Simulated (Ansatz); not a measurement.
# Br on Mg(0001): change of the work function, part 3 of 4

Aim: the work function of Mg(0001) at several coverages of Br (fcc site), and the dipole that each adsorbate carries.

Ansatz 0.2.0; plane-wave DFT, PBE, Ansatz PAW.

So far, work function, upper face (eV): step 2 (the clean slab) 3.79; step 3 (37 atoms, coverage 0.111 ML, cell 3x3) 3.96.

## (4) Adsorbate added, k-mesh 6×6×1, coverage 0.25 ML

System of this step: Br/Mg(0001). The cell holds 17 atoms: 16 Mg and 1 Br. Its edges and angles: a = 6.420 Å, b = 6.420 Å, c = 27.796 Å, α = 90.0°, β = 90.0°, γ = 60.0°. Vacuum lies along c.

Another coverage, to see how the dipoles act on each other as their distance changes.

Input file input.yaml:

```yaml
crystal:
  lattice:
    - [6.4199999999, 0.0, 0.0]
    - [3.21, 5.5598830922, 0.0]
    - [0.0, 0.0, 27.7956185763]
  atoms:
    - { symbol: Mg, position: [0.3333333333, 0.3333333333, 0.3237920385] }
    - { symbol: Mg, position: [0.0, 0.0, 0.41756653] }
    - { symbol: Mg, position: [0.3333333333, 0.3333333333, 0.511524413] }
    - { symbol: Mg, position: [0.0, 0.0, 0.6061475747] }
    - { symbol: Mg, position: [0.3333333333, 0.8333333333, 0.3237920385] }
    - { symbol: Mg, position: [0.0, 0.5, 0.41756653] }
    - { symbol: Mg, position: [0.3333333333, 0.8333333333, 0.511524413] }
    - { symbol: Mg, position: [0.0, 0.5, 0.6061475747] }
    - { symbol: Mg, position: [0.8333333333, 0.3333333333, 0.3237920385] }
    - { symbol: Mg, position: [0.5, 0.0, 0.41756653] }
    - { symbol: Mg, position: [0.8333333333, 0.3333333333, 0.511524413] }
    - { symbol: Mg, position: [0.5, 0.0, 0.6061475747] }
    - { symbol: Mg, position: [0.8333333333, 0.8333333333, 0.3237920385] }
    - { symbol: Mg, position: [0.5, 0.5, 0.41756653] }
    - { symbol: Mg, position: [0.8333333333, 0.8333333333, 0.511524413] }
    - { symbol: Mg, position: [0.5, 0.5, 0.6061475747] }
    - { symbol: Br, position: [0.1666666667, 0.1666666667, 0.6762079615] }
kpoints:
  mp_grid: { grid: [6, 6, 1] }
hamiltonian:
  xc: pbe
scf:
  occupations: { method: fermi_dirac, width: 0.1 }
  convergence: { dr2_threshold: 1.0e-08 }
efield:
  axis: 3
  dipole_correction: true
  ramp_position: 0.97
  ramp_width: 0.06
relax:
  f_tol: 0.02
  max_steps: 60
  constraints: [{ sites: [0, 1, 4, 5, 8, 9, 12, 13] }]
output:
  dos: { projected: true, e_range: [-8, 4] }
  write_potential: true
  write_density: true
  volumetric_format: npy
  elf: true
```

On the command line:

```sh
ansatz run input.yaml --threads 4 --pin off --max-ram 16384MiB --backend cpu --events-out ev --progress --plain --runs-dir out
```

Numbers of over 12 decimals in the logs are rounded to 6 here.

The log of the run:

```text
[...]
Crystal: 17 atoms, lattice volume = 992.149 Å³
Basis set: ecut = 420 eV, 19497 PW (Γ), exchange–correlation on 90×90×384 points (8 copies of the dense FFT grid, shifted against one another)
Bands: 101, of which v1, the nominal top of the filled ones, is band 84 counted from 1 (83 counted from 0)
Symmetry: 6 space group operations
[...]
k-points: 7 of 36 (time reversal used)
[...]
SCF iter   1: F=—  HF=-33563.725947 eV  |F-HF|=—  |Δ(HF+E_count)|=         —  Δρ=1.05e-3  dr2=1.53e-1  ethr=1.77e-3  p=-0.059 e·Å  D=-1.07e-2 V/Å  ΔV_dip=0.30 eV  dr2_dipole=4.67e-2  V_vac-E_F(+/−)=4.04/3.74 eV  ⟨swp⟩=14.6  Hψ=4136  notcnv=0  defer=5
[...]
SCF iter   7: F=-33563.717865 eV  HF=-33563.717865 eV  |F-HF|=8.67e-9  |Δ(HF+E_count)|=   1.34e-7  Δρ=8.04e-7  dr2=8.29e-9  ethr=5.99e-12  p=-0.053 e·Å  D=-9.61e-3 V/Å  ΔV_dip=0.27 eV  dr2_dipole=8.43e-13  V_vac-E_F(+/−)=4.01/3.74 eV  ⟨swp⟩=12.7  Hψ=5009  notcnv=0
SCF 1 converged in 7 iterations: F = -33563.717865 eV  dr2 = 8.29e-9
[...]
relax step   1: F+E_penalty+E_count = -33563.71786509 eV  Δ(F+E_penalty+E_count) = +0.000e0 eV  max|allowed force component| = 3.806e-1 eV/Å  Δτ_max = 0.0000 Å  (7 SCF iters, accepted)
[...]
SCF iter   8: F=-33563.770244 eV  HF=-33563.770244 eV  |F-HF|=7.86e-10  |Δ(HF+E_count)|=   6.34e-9  Δρ=1.43e-7  dr2=5.30e-10  ethr=5.99e-12  p=-0.079 e·Å  D=-1.44e-2 V/Å  ΔV_dip=0.40 eV  dr2_dipole=8.71e-11  V_vac-E_F(+/−)=4.15/3.75 eV  ⟨swp⟩=9.0  Hψ=3864  notcnv=0
SCF 2 converged in 8 iterations: F = -33563.770244 eV  dr2 = 5.30e-10
relax step   2: F+E_penalty+E_count = -33563.77024383 eV  Δ(F+E_penalty+E_count) = -5.238e-2 eV  max|allowed force component| = 7.477e-2 eV/Å  Δτ_max = 0.1183 Å  (8 SCF iters, accepted)
SCF iter   1: F=—  HF=-33563.772819 eV  |F-HF|=—  |Δ(HF+E_count)|=         —  Δρ=2.08e-4  dr2=1.05e-3  ethr=1.41e-5  p=-0.079 e·Å  D=-1.44e-2 V/Å  ΔV_dip=0.40 eV  dr2_dipole=1.02e-5  V_vac-E_F(+/−)=4.15/3.75 eV  ⟨swp⟩=4.6  Hψ=1397  notcnv=0  defer=5
[...]
SCF iter   7: F=-33563.772813 eV  HF=-33563.772813 eV  |F-HF|=2.80e-9  |Δ(HF+E_count)|=   3.20e-8  Δρ=2.67e-7  dr2=5.80e-9  ethr=5.99e-12  p=-0.083 e·Å  D=-1.51e-2 V/Å  ΔV_dip=0.42 eV  dr2_dipole=2.66e-9  V_vac-E_F(+/−)=4.16/3.74 eV  ⟨swp⟩=10.6  Hψ=4437  notcnv=0
SCF 3 converged in 7 iterations: F = -33563.772813 eV  dr2 = 5.80e-9
relax step   3: F+E_penalty+E_count = -33563.77281269 eV  Δ(F+E_penalty+E_count) = -2.569e-3 eV  max|allowed force component| = 1.035e-2 eV/Å  Δτ_max = 0.0398 Å  (7 SCF iters, accepted)
[...]
SCF converged after 7 iterations
Free energy (F): -33563.772813 eV
[...]
Internal energy: -33563.504757 eV  (E = F + TS)
E sigma→0 (E₀):  -33563.638785 eV
Entropy (-TS):   -0.268055 eV (-15.768 meV/atom)
Fermi energy:    -0.076136 eV
Dipole field:    D = -0.015102 V/Å  (p = -0.082804 e·Å, saw-weighted, corrected)
Work function:   Φ+ = 4.1642 eV   Φ− = 3.7444 eV
[...]
--- Forces (eV/Å), atoms counted from 1 ---
  atom   1  Mg    -0.04120979    -0.02379248    -0.02265439
  atom   2  Mg     0.03822700     0.02207037     0.01866968
  atom   3  Mg     0.00043072     0.00024868     0.00175276
  atom   4  Mg     0.00694107     0.00400743     0.00512419
  atom   5  Mg     0.00000000     0.04758497    -0.02265439
  atom   6  Mg    -0.00000000    -0.04414074     0.01866968
  atom   7  Mg    -0.00000000    -0.00049735     0.00175276
  atom   8  Mg    -0.00000000    -0.00801486     0.00512419
  atom   9  Mg     0.04120979    -0.02379248    -0.02265439
  atom  10  Mg    -0.03822700     0.02207037     0.01866968
  atom  11  Mg    -0.00043072     0.00024868     0.00175276
  atom  12  Mg    -0.00694107     0.00400743     0.00512419
  atom  13  Mg     0.00000000     0.00000000    -0.05048518
  atom  14  Mg    -0.00000000    -0.00000000     0.06086581
  atom  15  Mg     0.00000000    -0.00000000    -0.00149440
  atom  16  Mg    -0.00000000    -0.00000000    -0.00718879
  atom  17  Br    -0.00000000    -0.00000000    -0.01035271
  max |Σ_I F_I| component: 2.14e-5 eV/Å
--- Band table (eV; the first three rows and the last of 7) ---
  k-point 0: bands = [... 80 lower, -1.2049, -1.1282, -1.0515, -1.0515, -0.7137, 0.1065, 0.1065, 0.2340, ... 13 higher]
  k-point 1: bands = [... 80 lower, -1.0220, -0.8181, -0.6359, -0.4701, -0.3197, 0.0197, 0.1073, 0.6084, ... 13 higher]
  k-point 2: bands = [... 80 lower, -0.8269, -0.4934, -0.2289, 0.0310, 0.1111, 0.9069, 0.9580, 1.0094, ... 13 higher]
  k-point 6: bands = [... 80 lower, -0.3932, -0.3919, -0.3586, 0.2368, 0.2861, 0.3115, 0.6442, 0.6846, ... 13 higher]
--- Relaxed structure (3 steps of the walk, 3 accepted, 0 SCFs on fresh bases) ---
  F+E_penalty+E_count = -33563.77281269 eV   max|allowed force component| = 1.035e-2 eV/Å
  atoms:
    - { symbol: Mg, position: [0.333333, 0.333333, 0.323792] }
    - { symbol: Mg, position: [2.6667121670171395e-17, 2.6667121670171395e-17, 0.417567] }
    - { symbol: Mg, position: [0.331682, 0.331682, 0.511361] }
    - { symbol: Mg, position: [-0.00485155, -0.00485155, 0.605992] }
    - { symbol: Mg, position: [0.333333, 0.833333, 0.323792] }
    - { symbol: Mg, position: [5.551115123125783e-17, 0.500000, 0.417567] }
    - { symbol: Mg, position: [0.331682, 0.836636, 0.511361] }
    - { symbol: Mg, position: [-0.00485155, 0.509703, 0.605992] }
    - { symbol: Mg, position: [0.833333, 0.333333, 0.323792] }
    - { symbol: Mg, position: [0.500000, 2.6667121670575298e-17, 0.417567] }
    - { symbol: Mg, position: [0.836636, 0.331682, 0.511361] }
    - { symbol: Mg, position: [0.509703, -0.00485155, 0.605992] }
    - { symbol: Mg, position: [0.833333, 0.833333, 0.323792] }
    - { symbol: Mg, position: [0.5, 0.500000, 0.417567] }
    - { symbol: Mg, position: [0.833333, 0.833333, 0.509728] }
    - { symbol: Mg, position: [0.5, 0.500000, 0.600460] }
    - { symbol: Br, position: [0.166667, 0.166667, 0.677242] }
```

It took 51 s on 4 threads of Arm Neoverse V1, shared host; peak memory 2.4 GiB; 3.4 min of CPU time.

The steps of the relaxation:

```tsv
step	energy less that of the first step (eV)	largest force component (eV/Å)
1	0.0000	0.3806
2	-0.0524	0.0748
3	-0.0549	0.0104
```

Forces are held to the 6 operations that the run works with; a distortion that breaks them can't arise in this run.

The atoms that moved most (Å):

```tsv
atom	dx	dy	dz	length
Mg16	0.000	0.000	-0.158	0.158
Mg12	0.047	-0.027	-0.004	0.054
Mg8	0.000	0.054	-0.004	0.054
Mg4	-0.047	-0.027	-0.004	0.054
Mg15	0.000	0.000	-0.050	0.050
Br17	0.000	0.000	0.029	0.029
Mg11	0.016	-0.009	-0.005	0.019
Mg3	-0.016	-0.009	-0.005	0.019
```

The relaxed structure:

```xyz
17
Lattice="6.4200 0.0000 0.0000 3.2100 5.5599 0.0000 0.0000 0.0000 27.7956" Properties=species:S:1:pos:R:3
Mg    3.2100    1.8533    9.0000
Mg    0.0000    0.0000   11.6065
Mg    3.1941    1.8441   14.2136
Mg   -0.0467   -0.0270   16.8439
Mg    4.8150    4.6332    9.0000
Mg    1.6050    2.7799   11.6065
Mg    4.8150    4.6516   14.2136
Mg    1.6050    2.8339   16.8439
Mg    6.4200    1.8533    9.0000
Mg    3.2100    0.0000   11.6065
Mg    6.4359    1.8441   14.2136
Mg    3.2567   -0.0270   16.8439
Mg    8.0250    4.6332    9.0000
Mg    4.8150    2.7799   11.6065
Mg    8.0250    4.6332   14.1682
Mg    4.8150    2.7799   16.6902
Br    1.6050    0.9266   18.8244
```

This step gave:

* energy at zero smearing: -33563.6388 eV
* work function, upper face: 4.164 eV
* work function, lower face: 3.744 eV
* dipole along the normal: -0.08280 e·Å
* step between the vacuum levels: 0.4198 eV

The density of states has structure finer than the step of the table below, so its rows give means over 0.5 eV, whole bins alone (the curve runs from -8 to 1.98 eV). Peaks (eV: height): -4.27: 20.9, -1.68: 15.1, -1.47: 13.9, -0.72: 22.0, 0.18: 23.6, 0.36: 38.4, 1.86: 30.8.

Table of density of states by energy, zero at the Fermi level; means over each step:

```tsv
energy (eV)	density of states (states/eV a cell)
-7.0	0
-6.5	0.978
-6.0	1.98
-5.5	3.94
-5.0	5.15
-4.5	9.45
-4.0	5.63
-3.5	4.26
-3.0	6.12
-2.5	4.77
-2.0	6.41
-1.5	6.78
-1.0	7.05
-0.5	7.44
0.0	8.83
0.5	6.76
1.0	9.72
1.5	8.43
```

Projected DOS per atom over height of the atomic layer and energy from the Fermi level. Layers: Mg4 Mg4 Mg4 Mg4 Br from below.

Ten even steps from '_' (0.0 states/eV) to '@' (3.9 states/eV), each cell a mean:
```
__________
__________
__________
__________
__________
__________
__________
__________
..________
__________
__________
________..
________--
________@@
________@@
________--
________..
__________
__________
__________
__________
__________
```
Columns: height of the atomic layer (Å) from 9 to 18.8 (not evenly spaced); rows upwards: energy from the Fermi level (eV) from -7.96 to 1.95.

Valence density in the ca plane at fractional y = 0.000, with atoms of Mg within 0.2 Å of it. It is the smooth field of the valence electrons, not physical close to the nuclei.

Ten steps, logarithmic in the rise over the least value, from '0' (0 e/Å³) to '9' (24 e/Å³), each cell a mean:
```
00037861000000000179830000000000000000000000
00013320000000000024310000000000000000000000
00000000000000000001000000000000000000000000
00000000000000000000000000000000000000000000
00000000000000000000000000000000000000000000
00000000000000000001000000000000000000000000
00013420000000000035410000000000000000000000
00038961000000000179830000000000000000000000
00048972000000000279830000000000000000000000
00026741000000000146510000000000000000000000
00001110000000000001101111100000000000000000
00000000000000000000001222210000000000000000
00000000000000000000001222210000000000000000
00000000000000000000001222210000000000000000
00001110000000000001101111100000000000000000
00025641000000000146510000000000000000000000
00049972000000000279830000000000000000000000
```
Columns run along c (16.0 Å, from fractional 0.35 to 0.93 of the cell), rows up along a (6.4 Å). Atoms in or near the plane, at fractional coordinates: Mg at (0.42, 0.00), Mg at (0.61, 0.00), Mg at (0.42, 0.50), Mg at (0.61, 0.51).

Electrostatic potential energy in the ca plane at fractional y = 0.000, with atoms of Mg within 0.2 Å of it. With pseudopotentials it is smooth inside the atoms' cores, unlike the true potential.

Values in eV, 9 rows by 16 columns, each cell a mean:
```
  0 -27 -20   1   1   1 -20 -31  -1   3   4   4   4   4   4   4
  1  -2  -1   0  -4   0  -2  -3   2   3   4   4   4   4   4   4
  1   0   0   0  -6   0   0  -1   2   4   4   4   4   4   4   4
  0 -20 -15   1   0   1 -15 -24   0   3   4   4   4   4   4   4
 -1 -37 -29   1   2   1 -26 -39  -2   3   4   4   4   4   4   4
  0 -11  -8   0  -2   1  -6 -11  -1   0   4   4   4   4   4   4
  1   0   1   0  -7  -1   1   0  -3  -5   3   4   4   4   4   4
  1  -6  -4   0  -3   0  -3  -6  -1  -1   3   4   4   4   4   4
  0 -34 -26   1   1   1 -23 -35  -1   3   4   4   4   4   4   4
```
Columns run along c (16.0 Å, from fractional 0.35 to 0.93 of the cell; values clipped at the 3rd and 97th percentile), rows up along a (6.4 Å). Atoms in or near the plane, at fractional coordinates: Mg at (0.42, 0.00), Mg at (0.61, 0.00), Mg at (0.42, 0.50), Mg at (0.61, 0.51).

ELF in the ca plane at fractional y = 0.000, with atoms of Mg within 0.2 Å of it. It is the smooth field of the valence electrons, not physical close to the nuclei.

Values, 9 rows by 16 columns, each cell a mean:
```
0.44 0.23 0.20 0.55 0.60 0.52 0.20 0.26 0.11 0.06 0.02 0.00 0.00 0.00 0.00 0.00
0.44 0.33 0.37 0.41 0.14 0.39 0.36 0.40 0.44 0.06 0.00 0.00 0.00 0.00 0.00 0.00
0.42 0.44 0.46 0.38 0.08 0.35 0.45 0.55 0.52 0.07 0.00 0.00 0.00 0.00 0.00 0.00
0.45 0.19 0.18 0.54 0.52 0.51 0.18 0.21 0.15 0.04 0.01 0.00 0.00 0.00 0.00 0.00
0.42 0.28 0.24 0.55 0.66 0.55 0.23 0.29 0.19 0.32 0.15 0.02 0.00 0.00 0.00 0.00
0.48 0.18 0.20 0.53 0.35 0.53 0.23 0.14 0.61 0.75 0.41 0.06 0.00 0.00 0.00 0.00
0.43 0.53 0.51 0.38 0.05 0.38 0.50 0.28 0.75 0.85 0.54 0.09 0.00 0.00 0.00 0.00
0.48 0.22 0.26 0.49 0.23 0.49 0.30 0.15 0.67 0.79 0.46 0.07 0.00 0.00 0.00 0.00
0.43 0.27 0.23 0.56 0.64 0.56 0.22 0.28 0.28 0.45 0.21 0.03 0.00 0.00 0.00 0.00
```
Columns run along c (16.0 Å, from fractional 0.35 to 0.93 of the cell), rows up along a (6.4 Å). Atoms in or near the plane, at fractional coordinates: Mg at (0.42, 0.00), Mg at (0.61, 0.00), Mg at (0.42, 0.50), Mg at (0.61, 0.51).

The relaxation took 3 steps and lowered the energy by 0.055 eV; the largest force on the free atoms ends at 0.010 eV/Å.

By hand: a sheet of dipoles makes a step −p/(ε₀A) in the electron's potential. With e/ε₀ = 180.95 V·Å, p = -0.08280 e·Å and A = 35.69 Å², that is −180.95 × (-0.08280) / 35.69 = +0.420 eV, and the two vacuum levels of the run differ by +0.420 eV.

The covered face has 4.16 eV, +0.38 eV against the clean one; the bare back face has moved by -0.05 eV, a measure of how thin the slab is.

## (5) Adsorbate added, k-mesh 6×6×1, coverage 0.5 ML

System of this step: Br/Mg(0001). The cell holds 18 atoms: 16 Mg and 2 Br. Cell: a = 6.420 Å, b = 6.420 Å, c = 27.796 Å, α = 90.0°, β = 90.0°, γ = 60.0°. Vacuum lies along c.

Another coverage, to see how the dipoles act on each other as their distance changes.

Edit input.yaml of step 4 so:

```diff
@@ -23,2 +23,3 @@
     - { symbol: Br, position: [0.1666666667, 0.1666666667, 0.6762079615] }
+    - { symbol: Br, position: [0.6666666667, 0.1666666667, 0.6762079615] }
 kpoints:
```

The log of the run:

```text
[...]
Crystal: 18 atoms, lattice volume = 992.149 Å³
Basis set: ecut = 420 eV, 19497 PW (Γ), exchange–correlation on 90×90×384 points (8 copies of the dense FFT grid, shifted against one another)
Bands: 105, of which v1, the nominal top of the filled ones, is band 87 counted from 1 (86 counted from 0)
Symmetry: 4 space group operations
[...]
- { symbol: Mg, position: [0.833333, 0.8333333333, 0.323792] }
    - { symbol: Mg, position: [0.500000, 0.5, 0.41756653] }
    - { symbol: Mg, position: [0.832058, 0.835884, 0.509870] }
    - { symbol: Mg, position: [0.497234, 0.505531, 0.599914] }
    - { symbol: Br, position: [0.156212, 0.187576, 0.671458] }
    - { symbol: Br, position: [0.656212, 0.187576, 0.671458] }
[key lines of the parts left out:]
SCF converged after 6 iterations
Free energy (F): -36348.599096 eV
Fermi energy:    0.142137 eV
Dipole field:    D = -0.021667 V/Å  (p = -0.118801 e·Å, saw-weighted, corrected)
Work function:   Φ+ = 4.3107 eV   Φ− = 3.7085 eV
```

It took 2.3 min on 4 threads; peak memory 2.9 GiB; 9 min of CPU time.

[end of part 3 of 4]

[Logs are printed without paths, hosts, clocks, repeated set-up lines and the standing remarks that a program may print on its own settings, such as how far it seeks lower states.]

[Hosts, paths, dates, database ids (printed as entryN), source tags and the programs' standing remarks are cut or masked in the printed files.]

[Maps of the electrostatic potential energy from Ansatz leave out the sawtooth potential of an applied field or a dipole correction, so their vacuum need not be flat; planar profiles and work functions include it.]

[The density of states shown here was stored with 400 of the rows of the run's finer table, so its peaks can read low, often by over a quarter, or be missed, and its means over a window can be off by a tenth or more.]
